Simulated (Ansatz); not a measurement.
# What NaGeF3 (model cell, started as cubic perovskite with Ge in the octahedra) distorts into, part 2 of 3

Wanted: the energy along a soft mode of NaGeF3 (model cell, started as cubic perovskite with Ge in the octahedra) and the structure at the end.

Ansatz 0.2.0; DFT PBEsol, scalar-relativistic, plane waves, PAW; PAW set soft_1.

So far, highest frequency on the path or at a solved wavevector (cm⁻¹): step 2 (response at finite wavevector) 418. Also lowest frequency on the path (cm⁻¹): step 2 -238.

The structure was built from a prototype and need not be the compound's stable phase.

### Step 6. Relaxation from the frozen mode

Starting from the lowest point found, all atoms and the cell are let go, so that strain and other modes of the same symmetry can join in.

The input, input.yaml:

```yaml
crystal:
  lattice:
    - [4.3407137908, 0.0, 0.0]
    - [0.0, 4.3407137908, 0.0]
    - [0.0, 0.0, 4.3407137908]
  atoms:
    - { symbol: Na, position: [0.0, -0.0030096712, 0.0] }
    - { symbol: Ge, position: [0.5, 0.5064009157, 0.5] }
    - { symbol: F, position: [0.5, 0.5149272407, 0.0] }
    - { symbol: F, position: [0.5, -0.0506829085, 0.5] }
    - { symbol: F, position: [0.0, 0.5149272407, 0.5] }
kpoints:
  mp_grid: { grid: [12, 12, 12] }
hamiltonian:
  xc: pbesol
  pseudopotentials: { kind: paw, azcp: { folder: soft_1 }, xc_functional: pbe }
scf:
  occupations: { method: fixed }
output:
  forces: true
  stress: true
  eigenvalues: true
relax:
  adjacent_minimum: "off"
  f_tol: 0.002
  max_steps: 120
  cell: { stress_tol: 0.03 }
```

The run is started by

```sh
$ ansatz run input.yaml --threads 8 --pin off --max-ram 16384MiB --backend cpu --events-out ev --progress --plain --runs-dir out
```

Numbers of over 12 decimals in the logs are rounded to 6 here.

Output:

```text
[...]
Crystal: 5 atoms, lattice volume = 81.787 Å³
Basis set: ecut = 420 eV, 1575 PW (Γ), exchange–correlation on 60×60×60 points (8 copies of the dense FFT grid, shifted against one another)
Bands: 27, of which v1, the nominal top of the filled ones, is band 22 counted from 1 (21 counted from 0)
Symmetry: 8 space group operations
[...]
k-points: 196 of 1728 (time reversal used)
[...]
SCF iter   1: F=—  HF=-8138.113152 eV  |F-HF|=—  |Δ(HF+E_count)|=         —  Δρ=1.54e-1  dr2=1.51e1  ethr=3.10e-3  ⟨swp⟩=4.2  Hψ=18365  notcnv=0  defer=492
[...]
SCF iter  11: F=-8133.076473 eV  HF=-8133.076473 eV  |F-HF|=1.32e-8  |Δ(HF+E_count)|=   5.18e-7  Δρ=5.92e-6  dr2=2.74e-8  ethr=2.27e-10  ⟨swp⟩=11.5  Hψ=24719  notcnv=0
SCF 1 converged in 11 iterations: F = -8133.076473 eV  dr2 = 2.74e-8
[...]
relax step   1: F+E_penalty+E_count = -8133.07647301 eV  Δ(F+E_penalty+E_count) = +0.000e0 eV  max|allowed force component| = 2.198e-1 eV/Å  Δτ_max = 0.0000 Å  P = +0.774 GPa  Ω = 81.787 Å³  (11 SCF iters, dr2 threshold 1.00e-7 eV, accepted)
Crystal: 5 atoms, lattice volume = 83.226 Å³
Basis set: ecut = 420 eV, 1631 PW (Γ), exchange–correlation on 60×60×60 points (8 copies of the dense FFT grid, shifted against one another)
[...]
iter 1 solved again at ethr=1.33e-4 eV; its pass at ethr=3.10e-3 eV (dr2=5.84e-2 eV) is discarded
[...]
SCF iter   7: F=-8133.128259 eV  HF=-8133.128260 eV  |F-HF|=7.68e-8  |Δ(HF+E_count)|=   1.02e-6  Δρ=2.50e-5  dr2=4.14e-7  ethr=1.14e-9  ⟨swp⟩=9.9  Hψ=26417  notcnv=0
SCF 2 converged in 7 iterations: F = -8133.128259 eV  dr2 = 4.14e-7
relax step   2: F+E_penalty+E_count = -8133.12825946 eV  Δ(F+E_penalty+E_count) = -5.179e-2 eV  max|allowed force component| = 3.297e-1 eV/Å  Δτ_max = 0.0588 Å  P = -0.449 GPa  Ω = 83.226 Å³  energy of the carried Pulay correction = -2.526e-3 eV  (7 SCF iters, dr2 threshold 5.00e-7 eV, accepted)
Crystal: 5 atoms, lattice volume = 85.634 Å³
Basis set: ecut = 420 eV, 1671 PW (Γ), exchange–correlation on 60×60×60 points (8 copies of the dense FFT grid, shifted against one another)
[...]
SCF iter   8: F=-8133.267456 eV  HF=-8133.267455 eV  |F-HF|=1.01e-6  |Δ(HF+E_count)|=   5.15e-6  Δρ=1.94e-5  dr2=2.66e-7  ethr=1.14e-9  ⟨swp⟩=9.1  Hψ=30752  notcnv=0
SCF 3 converged in 8 iterations: F = -8133.267456 eV  dr2 = 2.66e-7
relax step   3: F+E_penalty+E_count = -8133.26745641 eV  Δ(F+E_penalty+E_count) = -1.392e-1 eV  max|allowed force component| = 8.417e-1 eV/Å  Δτ_max = 0.1952 Å  P = -2.584 GPa  Ω = 85.634 Å³  energy of the carried Pulay correction = -6.655e-3 eV  (8 SCF iters, dr2 threshold 5.00e-7 eV, accepted)
[... from here on, the SCF cycles and remarks between the steps are left out ...]
relax step   4: F+E_penalty+E_count = -8133.40434228 eV  Δ(F+E_penalty+E_count) = -1.369e-1 eV  max|allowed force component| = 7.816e-1 eV/Å  Δτ_max = 0.1949 Å  P = -2.072 GPa  Ω = 85.741 Å³  energy of the carried Pulay correction = -6.835e-3 eV  (8 SCF iters, dr2 threshold 5.00e-7 eV, accepted)
relax step   5: F+E_penalty+E_count = -8133.51889654 eV  Δ(F+E_penalty+E_count) = -1.146e-1 eV  max|allowed force component| = 3.714e-1 eV/Å  Δτ_max = 0.1950 Å  P = -0.435 GPa  Ω = 85.278 Å³  energy of the carried Pulay correction = -6.051e-3 eV  (8 SCF iters, dr2 threshold 5.00e-7 eV, accepted)
relax step   6: F+E_penalty+E_count = -8133.52274108 eV  Δ(F+E_penalty+E_count) = -3.845e-3 eV  max|allowed force component| = 4.386e-1 eV/Å  Δτ_max = 0.1936 Å  P = +0.284 GPa  Ω = 86.855 Å³  energy of the carried Pulay correction = -8.702e-3 eV  (8 SCF iters, dr2 threshold 5.00e-7 eV, accepted)
relax step   7: F+E_penalty+E_count = -8133.49196683 eV  Δ(F+E_penalty+E_count) = +3.077e-2 eV  max|allowed force component| = 6.761e-1 eV/Å  Δτ_max = 0.1094 Å  P = +2.317 GPa  Ω = 85.823 Å³  energy of the carried Pulay correction = -6.973e-3 eV  (8 SCF iters, dr2 threshold 5.00e-7 eV, rejected (line search))
relax step   8: F+E_penalty+E_count = -8133.53943471 eV  Δ(F+E_penalty+E_count) = -1.669e-2 eV  max|allowed force component| = 1.878e-1 eV/Å  Δτ_max = 0.0463 Å  P = -0.364 GPa  Ω = 89.287 Å³  energy of the carried Pulay correction = -1.270e-2 eV  (12 SCF iters, accepted)
relax step   9: F+E_penalty+E_count = -8133.54594809 eV  Δ(F+E_penalty+E_count) = -6.513e-3 eV  max|allowed force component| = 2.879e-2 eV/Å  Δτ_max = 0.0161 Å  P = -0.062 GPa  Ω = 87.883 Å³  energy of the carried Pulay correction = -1.040e-2 eV  (6 SCF iters, dr2 threshold 5.00e-7 eV, accepted)
relax step  10: F+E_penalty+E_count = -8133.54620726 eV  Δ(F+E_penalty+E_count) = -2.592e-4 eV  max|allowed force component| = 1.549e-3 eV/Å  Δτ_max = 0.0032 Å  P = +0.005 GPa  Ω = 87.762 Å³  energy of the carried Pulay correction = -1.021e-2 eV  (5 SCF iters, dr2 threshold 6.36e-8 eV, accepted)
relax step  11: F+E_penalty+E_count = -8133.58415241 eV  Δ(F+E_penalty+E_count) = -3.795e-2 eV  max|allowed force component| = 1.234e-2 eV/Å  Δτ_max = 0.0000 Å  P = +0.686 GPa  Ω = 87.762 Å³  stress off target by 1.56e0 GPa  SCF on the basis re-selected at this cell (its energy is not comparable with the rows above)  (9 SCF iters)
relax step  12: F+E_penalty+E_count = -8133.59529577 eV  Δ(F+E_penalty+E_count) = -1.114e-2 eV  max|allowed force component| = 1.779e-2 eV/Å  Δτ_max = 0.0208 Å  P = +0.322 GPa  Ω = 89.974 Å³  energy of the carried Pulay correction = -4.152e-3 eV  (7 SCF iters, dr2 threshold 5.00e-7 eV, accepted)
relax step  13: F+E_penalty+E_count = -8133.59711179 eV  Δ(F+E_penalty+E_count) = -1.816e-3 eV  max|allowed force component| = 4.946e-2 eV/Å  Δτ_max = 0.0307 Å  P = +0.126 GPa  Ω = 92.659 Å³  energy of the carried Pulay correction = -1.063e-2 eV  (7 SCF iters, dr2 threshold 5.00e-7 eV, accepted)
relax step  14: F+E_penalty+E_count = -8133.59612186 eV  Δ(F+E_penalty+E_count) = +9.899e-4 eV  max|allowed force component| = 7.022e-3 eV/Å  Δτ_max = 0.0050 Å  P = -0.015 GPa  Ω = 93.157 Å³  energy of the carried Pulay correction = -1.204e-2 eV  (6 SCF iters, dr2 threshold 2.63e-7 eV, accepted)
relax step  15: F+E_penalty+E_count = -8133.59617820 eV  Δ(F+E_penalty+E_count) = -5.634e-5 eV  max|allowed force component| = 4.056e-3 eV/Å  Δτ_max = 0.0027 Å  P = -0.008 GPa  Ω = 93.156 Å³  energy of the carried Pulay correction = -1.203e-2 eV  (7 SCF iters, dr2 threshold 4.22e-9 eV, accepted)
relax step  16: F+E_penalty+E_count = -8133.59641192 eV  Δ(F+E_penalty+E_count) = -2.337e-4 eV  max|allowed force component| = 8.137e-4 eV/Å  Δτ_max = 0.0038 Å  P = -0.011 GPa  Ω = 93.081 Å³  energy of the carried Pulay correction = -1.181e-2 eV  (7 SCF iters, dr2 threshold 1.03e-9 eV, accepted)
relax step  17: F+E_penalty+E_count = -8133.61430194 eV  Δ(F+E_penalty+E_count) = -1.789e-2 eV  max|allowed force component| = 4.610e-3 eV/Å  Δτ_max = 0.0000 Å  P = +0.124 GPa  Ω = 93.081 Å³  stress off target by 4.61e-1 GPa  SCF on the basis re-selected at this cell (its energy is not comparable with the rows above)  (9 SCF iters)
relax step  18: F+E_penalty+E_count = -8133.61526444 eV  Δ(F+E_penalty+E_count) = -9.625e-4 eV  max|allowed force component| = 5.849e-2 eV/Å  Δτ_max = 0.0247 Å  P = +0.132 GPa  Ω = 94.656 Å³  energy of the carried Pulay correction = -2.677e-3 eV  (7 SCF iters, dr2 threshold 5.00e-7 eV, accepted)
relax step  19: F+E_penalty+E_count = -8133.61358368 eV  Δ(F+E_penalty+E_count) = +1.681e-3 eV  max|allowed force component| = 4.366e-2 eV/Å  Δτ_max = 0.0111 Å  P = -0.015 GPa  Ω = 95.971 Å³  energy of the carried Pulay correction = -5.257e-3 eV  (6 SCF iters, dr2 threshold 3.22e-7 eV, accepted)
relax step  20: F+E_penalty+E_count = -8133.61331642 eV  Δ(F+E_penalty+E_count) = +2.673e-4 eV  max|allowed force component| = 8.268e-3 eV/Å  Δτ_max = 0.0034 Å  P = -0.007 GPa  Ω = 96.137 Å³  energy of the carried Pulay correction = -5.612e-3 eV  (5 SCF iters, dr2 threshold 1.19e-7 eV, accepted)
relax step  21: F+E_penalty+E_count = -8133.61347861 eV  Δ(F+E_penalty+E_count) = -1.622e-4 eV  max|allowed force component| = 9.821e-5 eV/Å  Δτ_max = 0.0011 Å  P = -0.001 GPa  Ω = 96.064 Å³  energy of the carried Pulay correction = -5.456e-3 eV  (5 SCF iters, dr2 threshold 4.27e-9 eV, accepted)
relax step  22: F+E_penalty+E_count = -8133.62065048 eV  Δ(F+E_penalty+E_count) = -7.172e-3 eV  max|allowed force component| = 2.739e-3 eV/Å  Δτ_max = 0.0000 Å  P = +0.047 GPa  Ω = 96.064 Å³  stress off target by 1.89e-1 GPa  SCF on the basis re-selected at this cell (its energy is not comparable with the rows above)  (8 SCF iters)
relax step  23: F+E_penalty+E_count = -8133.61979594 eV  Δ(F+E_penalty+E_count) = +8.545e-4 eV  max|allowed force component| = 2.543e-2 eV/Å  Δτ_max = 0.0135 Å  P = +0.084 GPa  Ω = 97.233 Å³  energy of the carried Pulay correction = -1.878e-3 eV  (7 SCF iters, dr2 threshold 8.95e-8 eV, accepted)
relax step  24: F+E_penalty+E_count = -8133.61863409 eV  Δ(F+E_penalty+E_count) = +1.162e-3 eV  max|allowed force component| = 2.946e-2 eV/Å  Δτ_max = 0.0062 Å  P = -0.023 GPa  Ω = 97.940 Å³  energy of the carried Pulay correction = -3.130e-3 eV  (7 SCF iters, dr2 threshold 4.04e-8 eV, accepted)
relax step  25: F+E_penalty+E_count = -8133.61869869 eV  Δ(F+E_penalty+E_count) = -6.461e-5 eV  max|allowed force component| = 4.507e-3 eV/Å  Δτ_max = 0.0016 Å  P = +0.014 GPa  Ω = 97.937 Å³  energy of the carried Pulay correction = -3.122e-3 eV  (5 SCF iters, dr2 threshold 5.43e-8 eV, accepted)
relax step  26: F+E_penalty+E_count = -8133.61866662 eV  Δ(F+E_penalty+E_count) = +3.208e-5 eV  max|allowed force component| = 3.542e-4 eV/Å  Δτ_max = 0.0004 Å  P = +0.001 GPa  Ω = 97.956 Å³  energy of the carried Pulay correction = -3.157e-3 eV  (5 SCF iters, dr2 threshold 1.27e-9 eV, accepted)
relax step  27: F+E_penalty+E_count = -8133.62232558 eV  Δ(F+E_penalty+E_count) = -3.659e-3 eV  max|allowed force component| = 1.371e-3 eV/Å  Δτ_max = 0.0000 Å  P = +0.021 GPa  Ω = 97.956 Å³  stress off target by 9.06e-2 GPa  SCF on the basis re-selected at this cell (its energy is not comparable with the rows above)  (8 SCF iters)
relax step  28: F+E_penalty+E_count = -8133.62216656 eV  Δ(F+E_penalty+E_count) = +1.590e-4 eV  max|allowed force component| = 6.152e-4 eV/Å  Δτ_max = 0.0017 Å  P = +0.018 GPa  Ω = 98.126 Å³  energy of the carried Pulay correction = -2.557e-4 eV  (5 SCF iters, dr2 threshold 2.05e-8 eV, accepted)
relax step  29: F+E_penalty+E_count = -8133.62089859 eV  Δ(F+E_penalty+E_count) = +1.268e-3 eV  max|allowed force component| = 2.514e-3 eV/Å  Δτ_max = 0.0098 Å  P = +0.008 GPa  Ω = 99.083 Å³  energy of the carried Pulay correction = -1.769e-3 eV  (8 SCF iters, dr2 threshold 1.38e-8 eV, accepted)
relax step  30: F+E_penalty+E_count = -8133.62085717 eV  Δ(F+E_penalty+E_count) = +4.142e-5 eV  max|allowed force component| = 1.258e-3 eV/Å  Δτ_max = 0.0006 Å  P = +0.002 GPa  Ω = 99.108 Å³  energy of the carried Pulay correction = -1.812e-3 eV  (7 SCF iters, dr2 threshold 3.95e-10 eV, accepted)
relax step  31: F+E_penalty+E_count = -8133.62283880 eV  Δ(F+E_penalty+E_count) = -1.982e-3 eV  max|allowed force component| = 8.177e-4 eV/Å  Δτ_max = 0.0000 Å  P = +0.012 GPa  Ω = 99.108 Å³  stress off target by 4.39e-2 GPa  SCF on the basis re-selected at this cell (its energy is not comparable with the rows above)  (7 SCF iters)
relax step  32: F+E_penalty+E_count = -8133.62196788 eV  Δ(F+E_penalty+E_count) = +8.709e-4 eV  max|allowed force component| = 8.131e-4 eV/Å  Δτ_max = 0.0058 Å  P = +0.005 GPa  Ω = 99.755 Å³  energy of the carried Pulay correction = -9.823e-4 eV  (8 SCF iters, dr2 threshold 4.82e-9 eV, accepted)
relax step  33: F+E_penalty+E_count = -8133.62179215 eV  Δ(F+E_penalty+E_count) = +1.757e-4 eV  max|allowed force component| = 3.098e-4 eV/Å  Δτ_max = 0.0010 Å  P = -0.001 GPa  Ω = 99.868 Å³  energy of the carried Pulay correction = -1.160e-3 eV  (9 SCF iters, accepted)
[...]
SCF iter   7: F=-8133.623032 eV  HF=-8133.623032 eV  |F-HF|=2.64e-11  |Δ(HF+E_count)|=  1.59e-10  Δρ=7.25e-8  dr2=5.39e-12  ethr=1.00e-12  ⟨swp⟩=12.7  Hψ=31532  notcnv=0
SCF 34 converged in 7 iterations: F = -8133.623032 eV  dr2 = 5.39e-12
relax step  34: F+E_penalty+E_count = -8133.62303188 eV  Δ(F+E_penalty+E_count) = -1.240e-3 eV  max|allowed force component| = 5.509e-4 eV/Å  Δτ_max = 0.0000 Å  P = +0.005 GPa  Ω = 99.868 Å³  stress off target by 2.71e-2 GPa  SCF on the basis re-selected at this cell (its energy is not comparable with the rows above)  (7 SCF iters)
[...]
SCF converged after 7 iterations
Free energy (F): -8133.623032 eV
[...]
Internal energy: -8133.623032 eV  (E = F + TS)
E sigma→0 (E₀):  -8133.623032 eV
Fermi energy:    1.315651 eV
[...]
--- Forces (eV/Å), atoms counted from 1 ---
  atom   1  Na    -0.00000000    -0.00010068    -0.00000000
  atom   2  Ge    -0.00000000     0.00007359    -0.00000000
  atom   3  F      0.00000000    -0.00026273    -0.00000000
  atom   4  F      0.00000000     0.00055046     0.00000000
  atom   5  F     -0.00000000    -0.00026273     0.00000000
  max |Σ_I F_I| component: 2.10e-6 eV/Å
--- Stress (GPa, compression-positive) ---
       -0.006171       0.000000       0.000000
        0.000000       0.027107      -0.000000
        0.000000      -0.000000      -0.006171
  P = ⅓ Tr σ = 0.0049 GPa (0.049 kbar)
--- Band table (eV; the first three rows and the last of 196) ---
  k-point 0: bands = [... 18 lower, -2.1466, -1.5917, -1.5917, -0.5907, 5.7942, 7.6045, 8.4589, 8.4589, ... 1 higher]
  k-point 1: bands = [... 18 lower, -2.1849, -1.6178, -1.5909, -0.5020, 5.8285, 7.5353, 8.3952, 8.4510, ... 1 higher]
  k-point 2: bands = [... 18 lower, -2.2987, -1.6459, -1.5892, -0.2888, 5.9096, 7.3250, 8.3305, 8.4291, ... 1 higher]
  k-point 195: bands = [... 18 lower, -1.9020, -1.5991, -1.5991, 1.3157, 5.6783, 5.6783, 7.7472, 8.1676, ... 1 higher]
--- Relaxed structure (28 steps of the walk, 27 accepted, 6 SCFs on fresh bases) ---
  F+E_penalty+E_count = -8133.62303188 eV   max|allowed force component| = 5.509e-4 eV/Å   (the final SCF, on the basis selected at the relaxed cell)
  cell:  # Å, volume = 99.8677 Å³
    - [4.270147, 0, 0]
    - [0, 5.476958, 0.0]
    - [0, 0.0, 4.270147]
  atoms:
    - { symbol: Na, position: [0, -0.193768, 0] }
    - { symbol: Ge, position: [0.5, 0.550036, 0.5] }
    - { symbol: F, position: [0.5, 0.619381, 0.0] }
    - { symbol: F, position: [0.5, -0.112468, 0.5] }
    - { symbol: F, position: [0, 0.619381, 0.5] }
```

The job ended after 4.2 min (8 threads of Arm Neoverse V1, shared host; peak memory 0.82 GiB; 33 min of CPU time).

The steps of the relaxation (22 of 34):

| step | energy less that of the first step (eV) | largest force component (eV/Å) | pressure (GPa) | volume (Å³) |
| --- | --- | --- | --- | --- |
| 1 | 0.0000 | 0.2198 | 0.77 | 81.79 |
| 3 | -0.1910 | 0.8417 | -2.58 | 85.63 |
| 4 | -0.3279 | 0.7816 | -2.07 | 85.74 |
| 6 | -0.4463 | 0.4386 | 0.28 | 86.85 |
| 7 | -0.4155 | 0.6761 | 2.32 | 85.82 |
| 9 | -0.4695 | 0.0288 | -0.06 | 87.88 |
| 10 | -0.4697 | 0.0015 | 0.00 | 87.76 |
| 12 | -0.5188 | 0.0178 | 0.32 | 89.97 |
| 14 | -0.5196 | 0.0070 | -0.01 | 93.16 |
| 15 | -0.5197 | 0.0041 | -0.01 | 93.16 |
| 17* | -0.5378 | 0.0046 | 0.12 | 93.08 |
| 18 | -0.5388 | 0.0585 | 0.13 | 94.66 |
| 20 | -0.5368 | 0.0083 | -0.01 | 96.14 |
| 21 | -0.5370 | 0.0001 | 0.00 | 96.06 |
| 23 | -0.5433 | 0.0254 | 0.08 | 97.23 |
| 25 | -0.5422 | 0.0045 | 0.01 | 97.94 |
| 26 | -0.5422 | 0.0004 | 0.00 | 97.96 |
| 28 | -0.5457 | 0.0006 | 0.02 | 98.13 |
| 29 | -0.5444 | 0.0025 | 0.01 | 99.08 |
| 31* | -0.5464 | 0.0008 | 0.01 | 99.11 |
| 32 | -0.5455 | 0.0008 | 0.00 | 99.75 |
| 34* | -0.5466 | 0.0006 | 0.00 | 99.87 |

Relaxation steps marked * repeat the geometry before them on a plane-wave basis chosen anew for their cell, so energy and pressure can jump there. Other such steps can lie between the rows shown. Relaxation step 7 was tried and not accepted.

Forces are held to the 8 operations that the run works with; a distortion that breaks them can't arise in this run.

| cell as run | before | after | change |
| --- | --- | --- | --- |
| a (Å) | 4.341 | 4.270 | -1.6 % |
| b (Å) | 4.341 | 5.477 | +26.2 % |
| c (Å) | 4.341 | 4.270 | -1.6 % |
| volume (Å³/atom) | 16.36 | 19.97 | +22.1 % |

The atoms that moved most (Å, as changes of fractional coordinates times the final cell):

| atom | dx | dy | dz | length |
| --- | --- | --- | --- | --- |
| Na1 | 0.000 | -1.045 | 0.000 | 1.045 |
| F5 | 0.000 | 0.572 | 0.000 | 0.572 |
| F3 | 0.000 | 0.572 | 0.000 | 0.572 |
| F4 | 0.000 | -0.338 | 0.000 | 0.338 |
| Ge2 | 0.000 | 0.239 | 0.000 | 0.239 |

The relaxed structure:

```xyz
5
Lattice="4.2701 0.0000 0.0000 0.0000 5.4770 0.0000 0.0000 0.0000 4.2701" Properties=species:S:1:pos:R:3 pbc="T T T"
Na    0.0000   -1.0613    0.0000
Ge    2.1351    3.0125    2.1351
F     2.1351    3.3923    0.0000
F     2.1351   -0.6160    2.1351
F     0.0000    3.3923    2.1351
```

This step gave:

* pressure: 0.004921 GPa
* gap on the k-mesh: 3.758 eV
* volume per atom: 19.97 Å³

The distorted start has space group P4mm; the relaxation ends in P4mm.

### Step 7. The new phase in its own primitive cell

The relaxed structure is symmetrised, reduced to its primitive cell and relaxed tightly, as its phonons need.

input.yaml, the sections that differ from step 6:

```yaml
crystal:
  lattice:
    - [4.2701468888, 0.0, 0.0]
    - [0.0, 4.2701468888, 0.0]
    - [0.0, 0.0, 5.4769579776]
  atoms:
    - { symbol: Na, position: [0.0, 0.0, 0.1937683386] }
    - { symbol: Ge, position: [0.5, 0.5, 0.4499639696] }
    - { symbol: F, position: [0.5, 0.0, 0.3806185531] }
    - { symbol: F, position: [0.5, 0.5, 0.1124677683] }
    - { symbol: F, position: [0.0, 0.5, 0.3806185531] }
kpoints:
  mp_grid: { grid: [6, 6, 4] }
relax:
  adjacent_minimum: "off"
  f_tol: 0.001
  max_steps: 60
  cell: { stress_tol: 0.01 }
# hamiltonian, scf, output: as in step 6
```

Output:

```text
[...]
Crystal: 5 atoms, lattice volume = 99.868 Å³
Basis set: ecut = 420 eV, 1971 PW (Γ), exchange–correlation on 60×60×80 points (8 copies of the dense FFT grid, shifted against one another)
Bands: 27, of which v1, the nominal top of the filled ones, is band 22 counted from 1 (21 counted from 0)
Symmetry: 8 space group operations
[...]
k-points: 30 of 144 (time reversal used)
[...]
--- Relaxed structure (7 steps of the walk, 7 accepted, 4 SCFs on fresh bases) ---
[...]
cell:  # Å, volume = 100.7632 Å³
    - [4.268874, 0.0, 0]
    - [0.0, 4.268874, 0.0]
    - [0, 0.0, 5.529363]
  atoms:
    - { symbol: Na, position: [0, 0.0, 0.194711] }
    - { symbol: Ge, position: [0.5, 0.5, 0.448653] }
    - { symbol: F, position: [0.5, 0.0, 0.379857] }
    - { symbol: F, position: [0.5, 0.5, 0.114359] }
    - { symbol: F, position: [0, 0.5, 0.379857] }
[key lines of the parts left out:]
SCF converged after 8 iterations
Free energy (F): -8133.623097 eV
Fermi energy:    1.247028 eV
P = ⅓ Tr σ = 0.0029 GPa (0.029 kbar)
```

The job ended after 15 s (8 threads; peak memory 0.49 GiB).

The steps of the relaxation:

| step | energy less that of the first step (eV) | largest force component (eV/Å) | pressure (GPa) | volume (Å³) |
| --- | --- | --- | --- | --- |
| 1 | 0.0000 | 0.0004 | 0.01 | 99.87 |
| 2 | 0.0001 | 0.0001 | 0.00 | 99.94 |
| 3 | 0.0004 | 0.0004 | 0.00 | 100.18 |
| 4* | 0.0000 | 0.0004 | 0.01 | 100.18 |
| 5 | 0.0003 | 0.0004 | 0.00 | 100.41 |
| 6* | 0.0000 | 0.0005 | 0.01 | 100.41 |
| 7 | 0.0002 | 0.0002 | 0.00 | 100.58 |
| 8* | 0.0000 | 0.0002 | 0.01 | 100.58 |
| 9 | 0.0001 | 0.0003 | 0.00 | 100.72 |
| 10 | 0.0002 | 0.0005 | 0.00 | 100.76 |
| 11* | 0.0000 | 0.0005 | 0.00 | 100.76 |

Relaxation steps marked * repeat the geometry before them on a plane-wave basis chosen anew for their cell, so energy and pressure can jump there.

Forces are held to the 8 operations that the run works with; a distortion that breaks them can't arise in this run.

| conventional cell, symmetrised | before | after | change |
| --- | --- | --- | --- |
| a (Å) | 4.270 | 4.269 | -0.0 % |
| b (Å) | 4.270 | 4.269 | -0.0 % |
| c (Å) | 5.477 | 5.529 | +1.0 % |
| volume (Å³/atom) | 19.97 | 20.15 | +0.9 % |

The atoms that moved most (Å, as changes of fractional coordinates times the final cell):

| atom | dx | dy | dz | length |
| --- | --- | --- | --- | --- |
| F4 | 0.000 | 0.000 | 0.010 | 0.010 |
| Ge2 | 0.000 | 0.000 | -0.007 | 0.007 |
| Na1 | 0.000 | 0.000 | 0.005 | 0.005 |

Final coordinates:

```cif
data_structure
_symmetry_space_group_name_H-M 'P 1'
_symmetry_Int_Tables_number 1
_cell_length_a 4.2689
_cell_length_b 4.2689
_cell_length_c 5.5294
_cell_angle_alpha 90.000
_cell_angle_beta 90.000
_cell_angle_gamma 90.000
_cell_volume 100.76
loop_
_atom_site_label
_atom_site_type_symbol
_atom_site_fract_x
_atom_site_fract_y
_atom_site_fract_z
_atom_site_occupancy
Na1 Na 0.00000 0.00000 0.19471 1
Ge2 Ge 0.50000 0.50000 0.44865 1
F3 F 0.50000 0.00000 0.37986 1
F4 F 0.50000 0.50000 0.11436 1
F5 F 0.00000 0.50000 0.37986 1
```

A gap read on the k-mesh alone can miss the band edges.

Numbers from this step:

```yaml
pressure: 0.002938 GPa
gap_on_the_k_mesh: 3.757 eV
volume_per_atom: 20.15 Å³
direct_gap_on_mesh: 4.377 eV
```

The largest force component left is 0.47 meV/Å and the pressure is 0.003 GPa, within the tolerances set. The cell now holds 20.15 Å³/atom.

[end of part 2 of 3]

[Logs are printed without paths, hosts, clocks, repeated set-up lines and the standing remarks that a program may print on its own settings, such as how far it seeks lower states.]

[Hosts, paths, dates, database ids (printed as entryN), source tags and the programs' standing remarks are cut or masked in the printed files.]
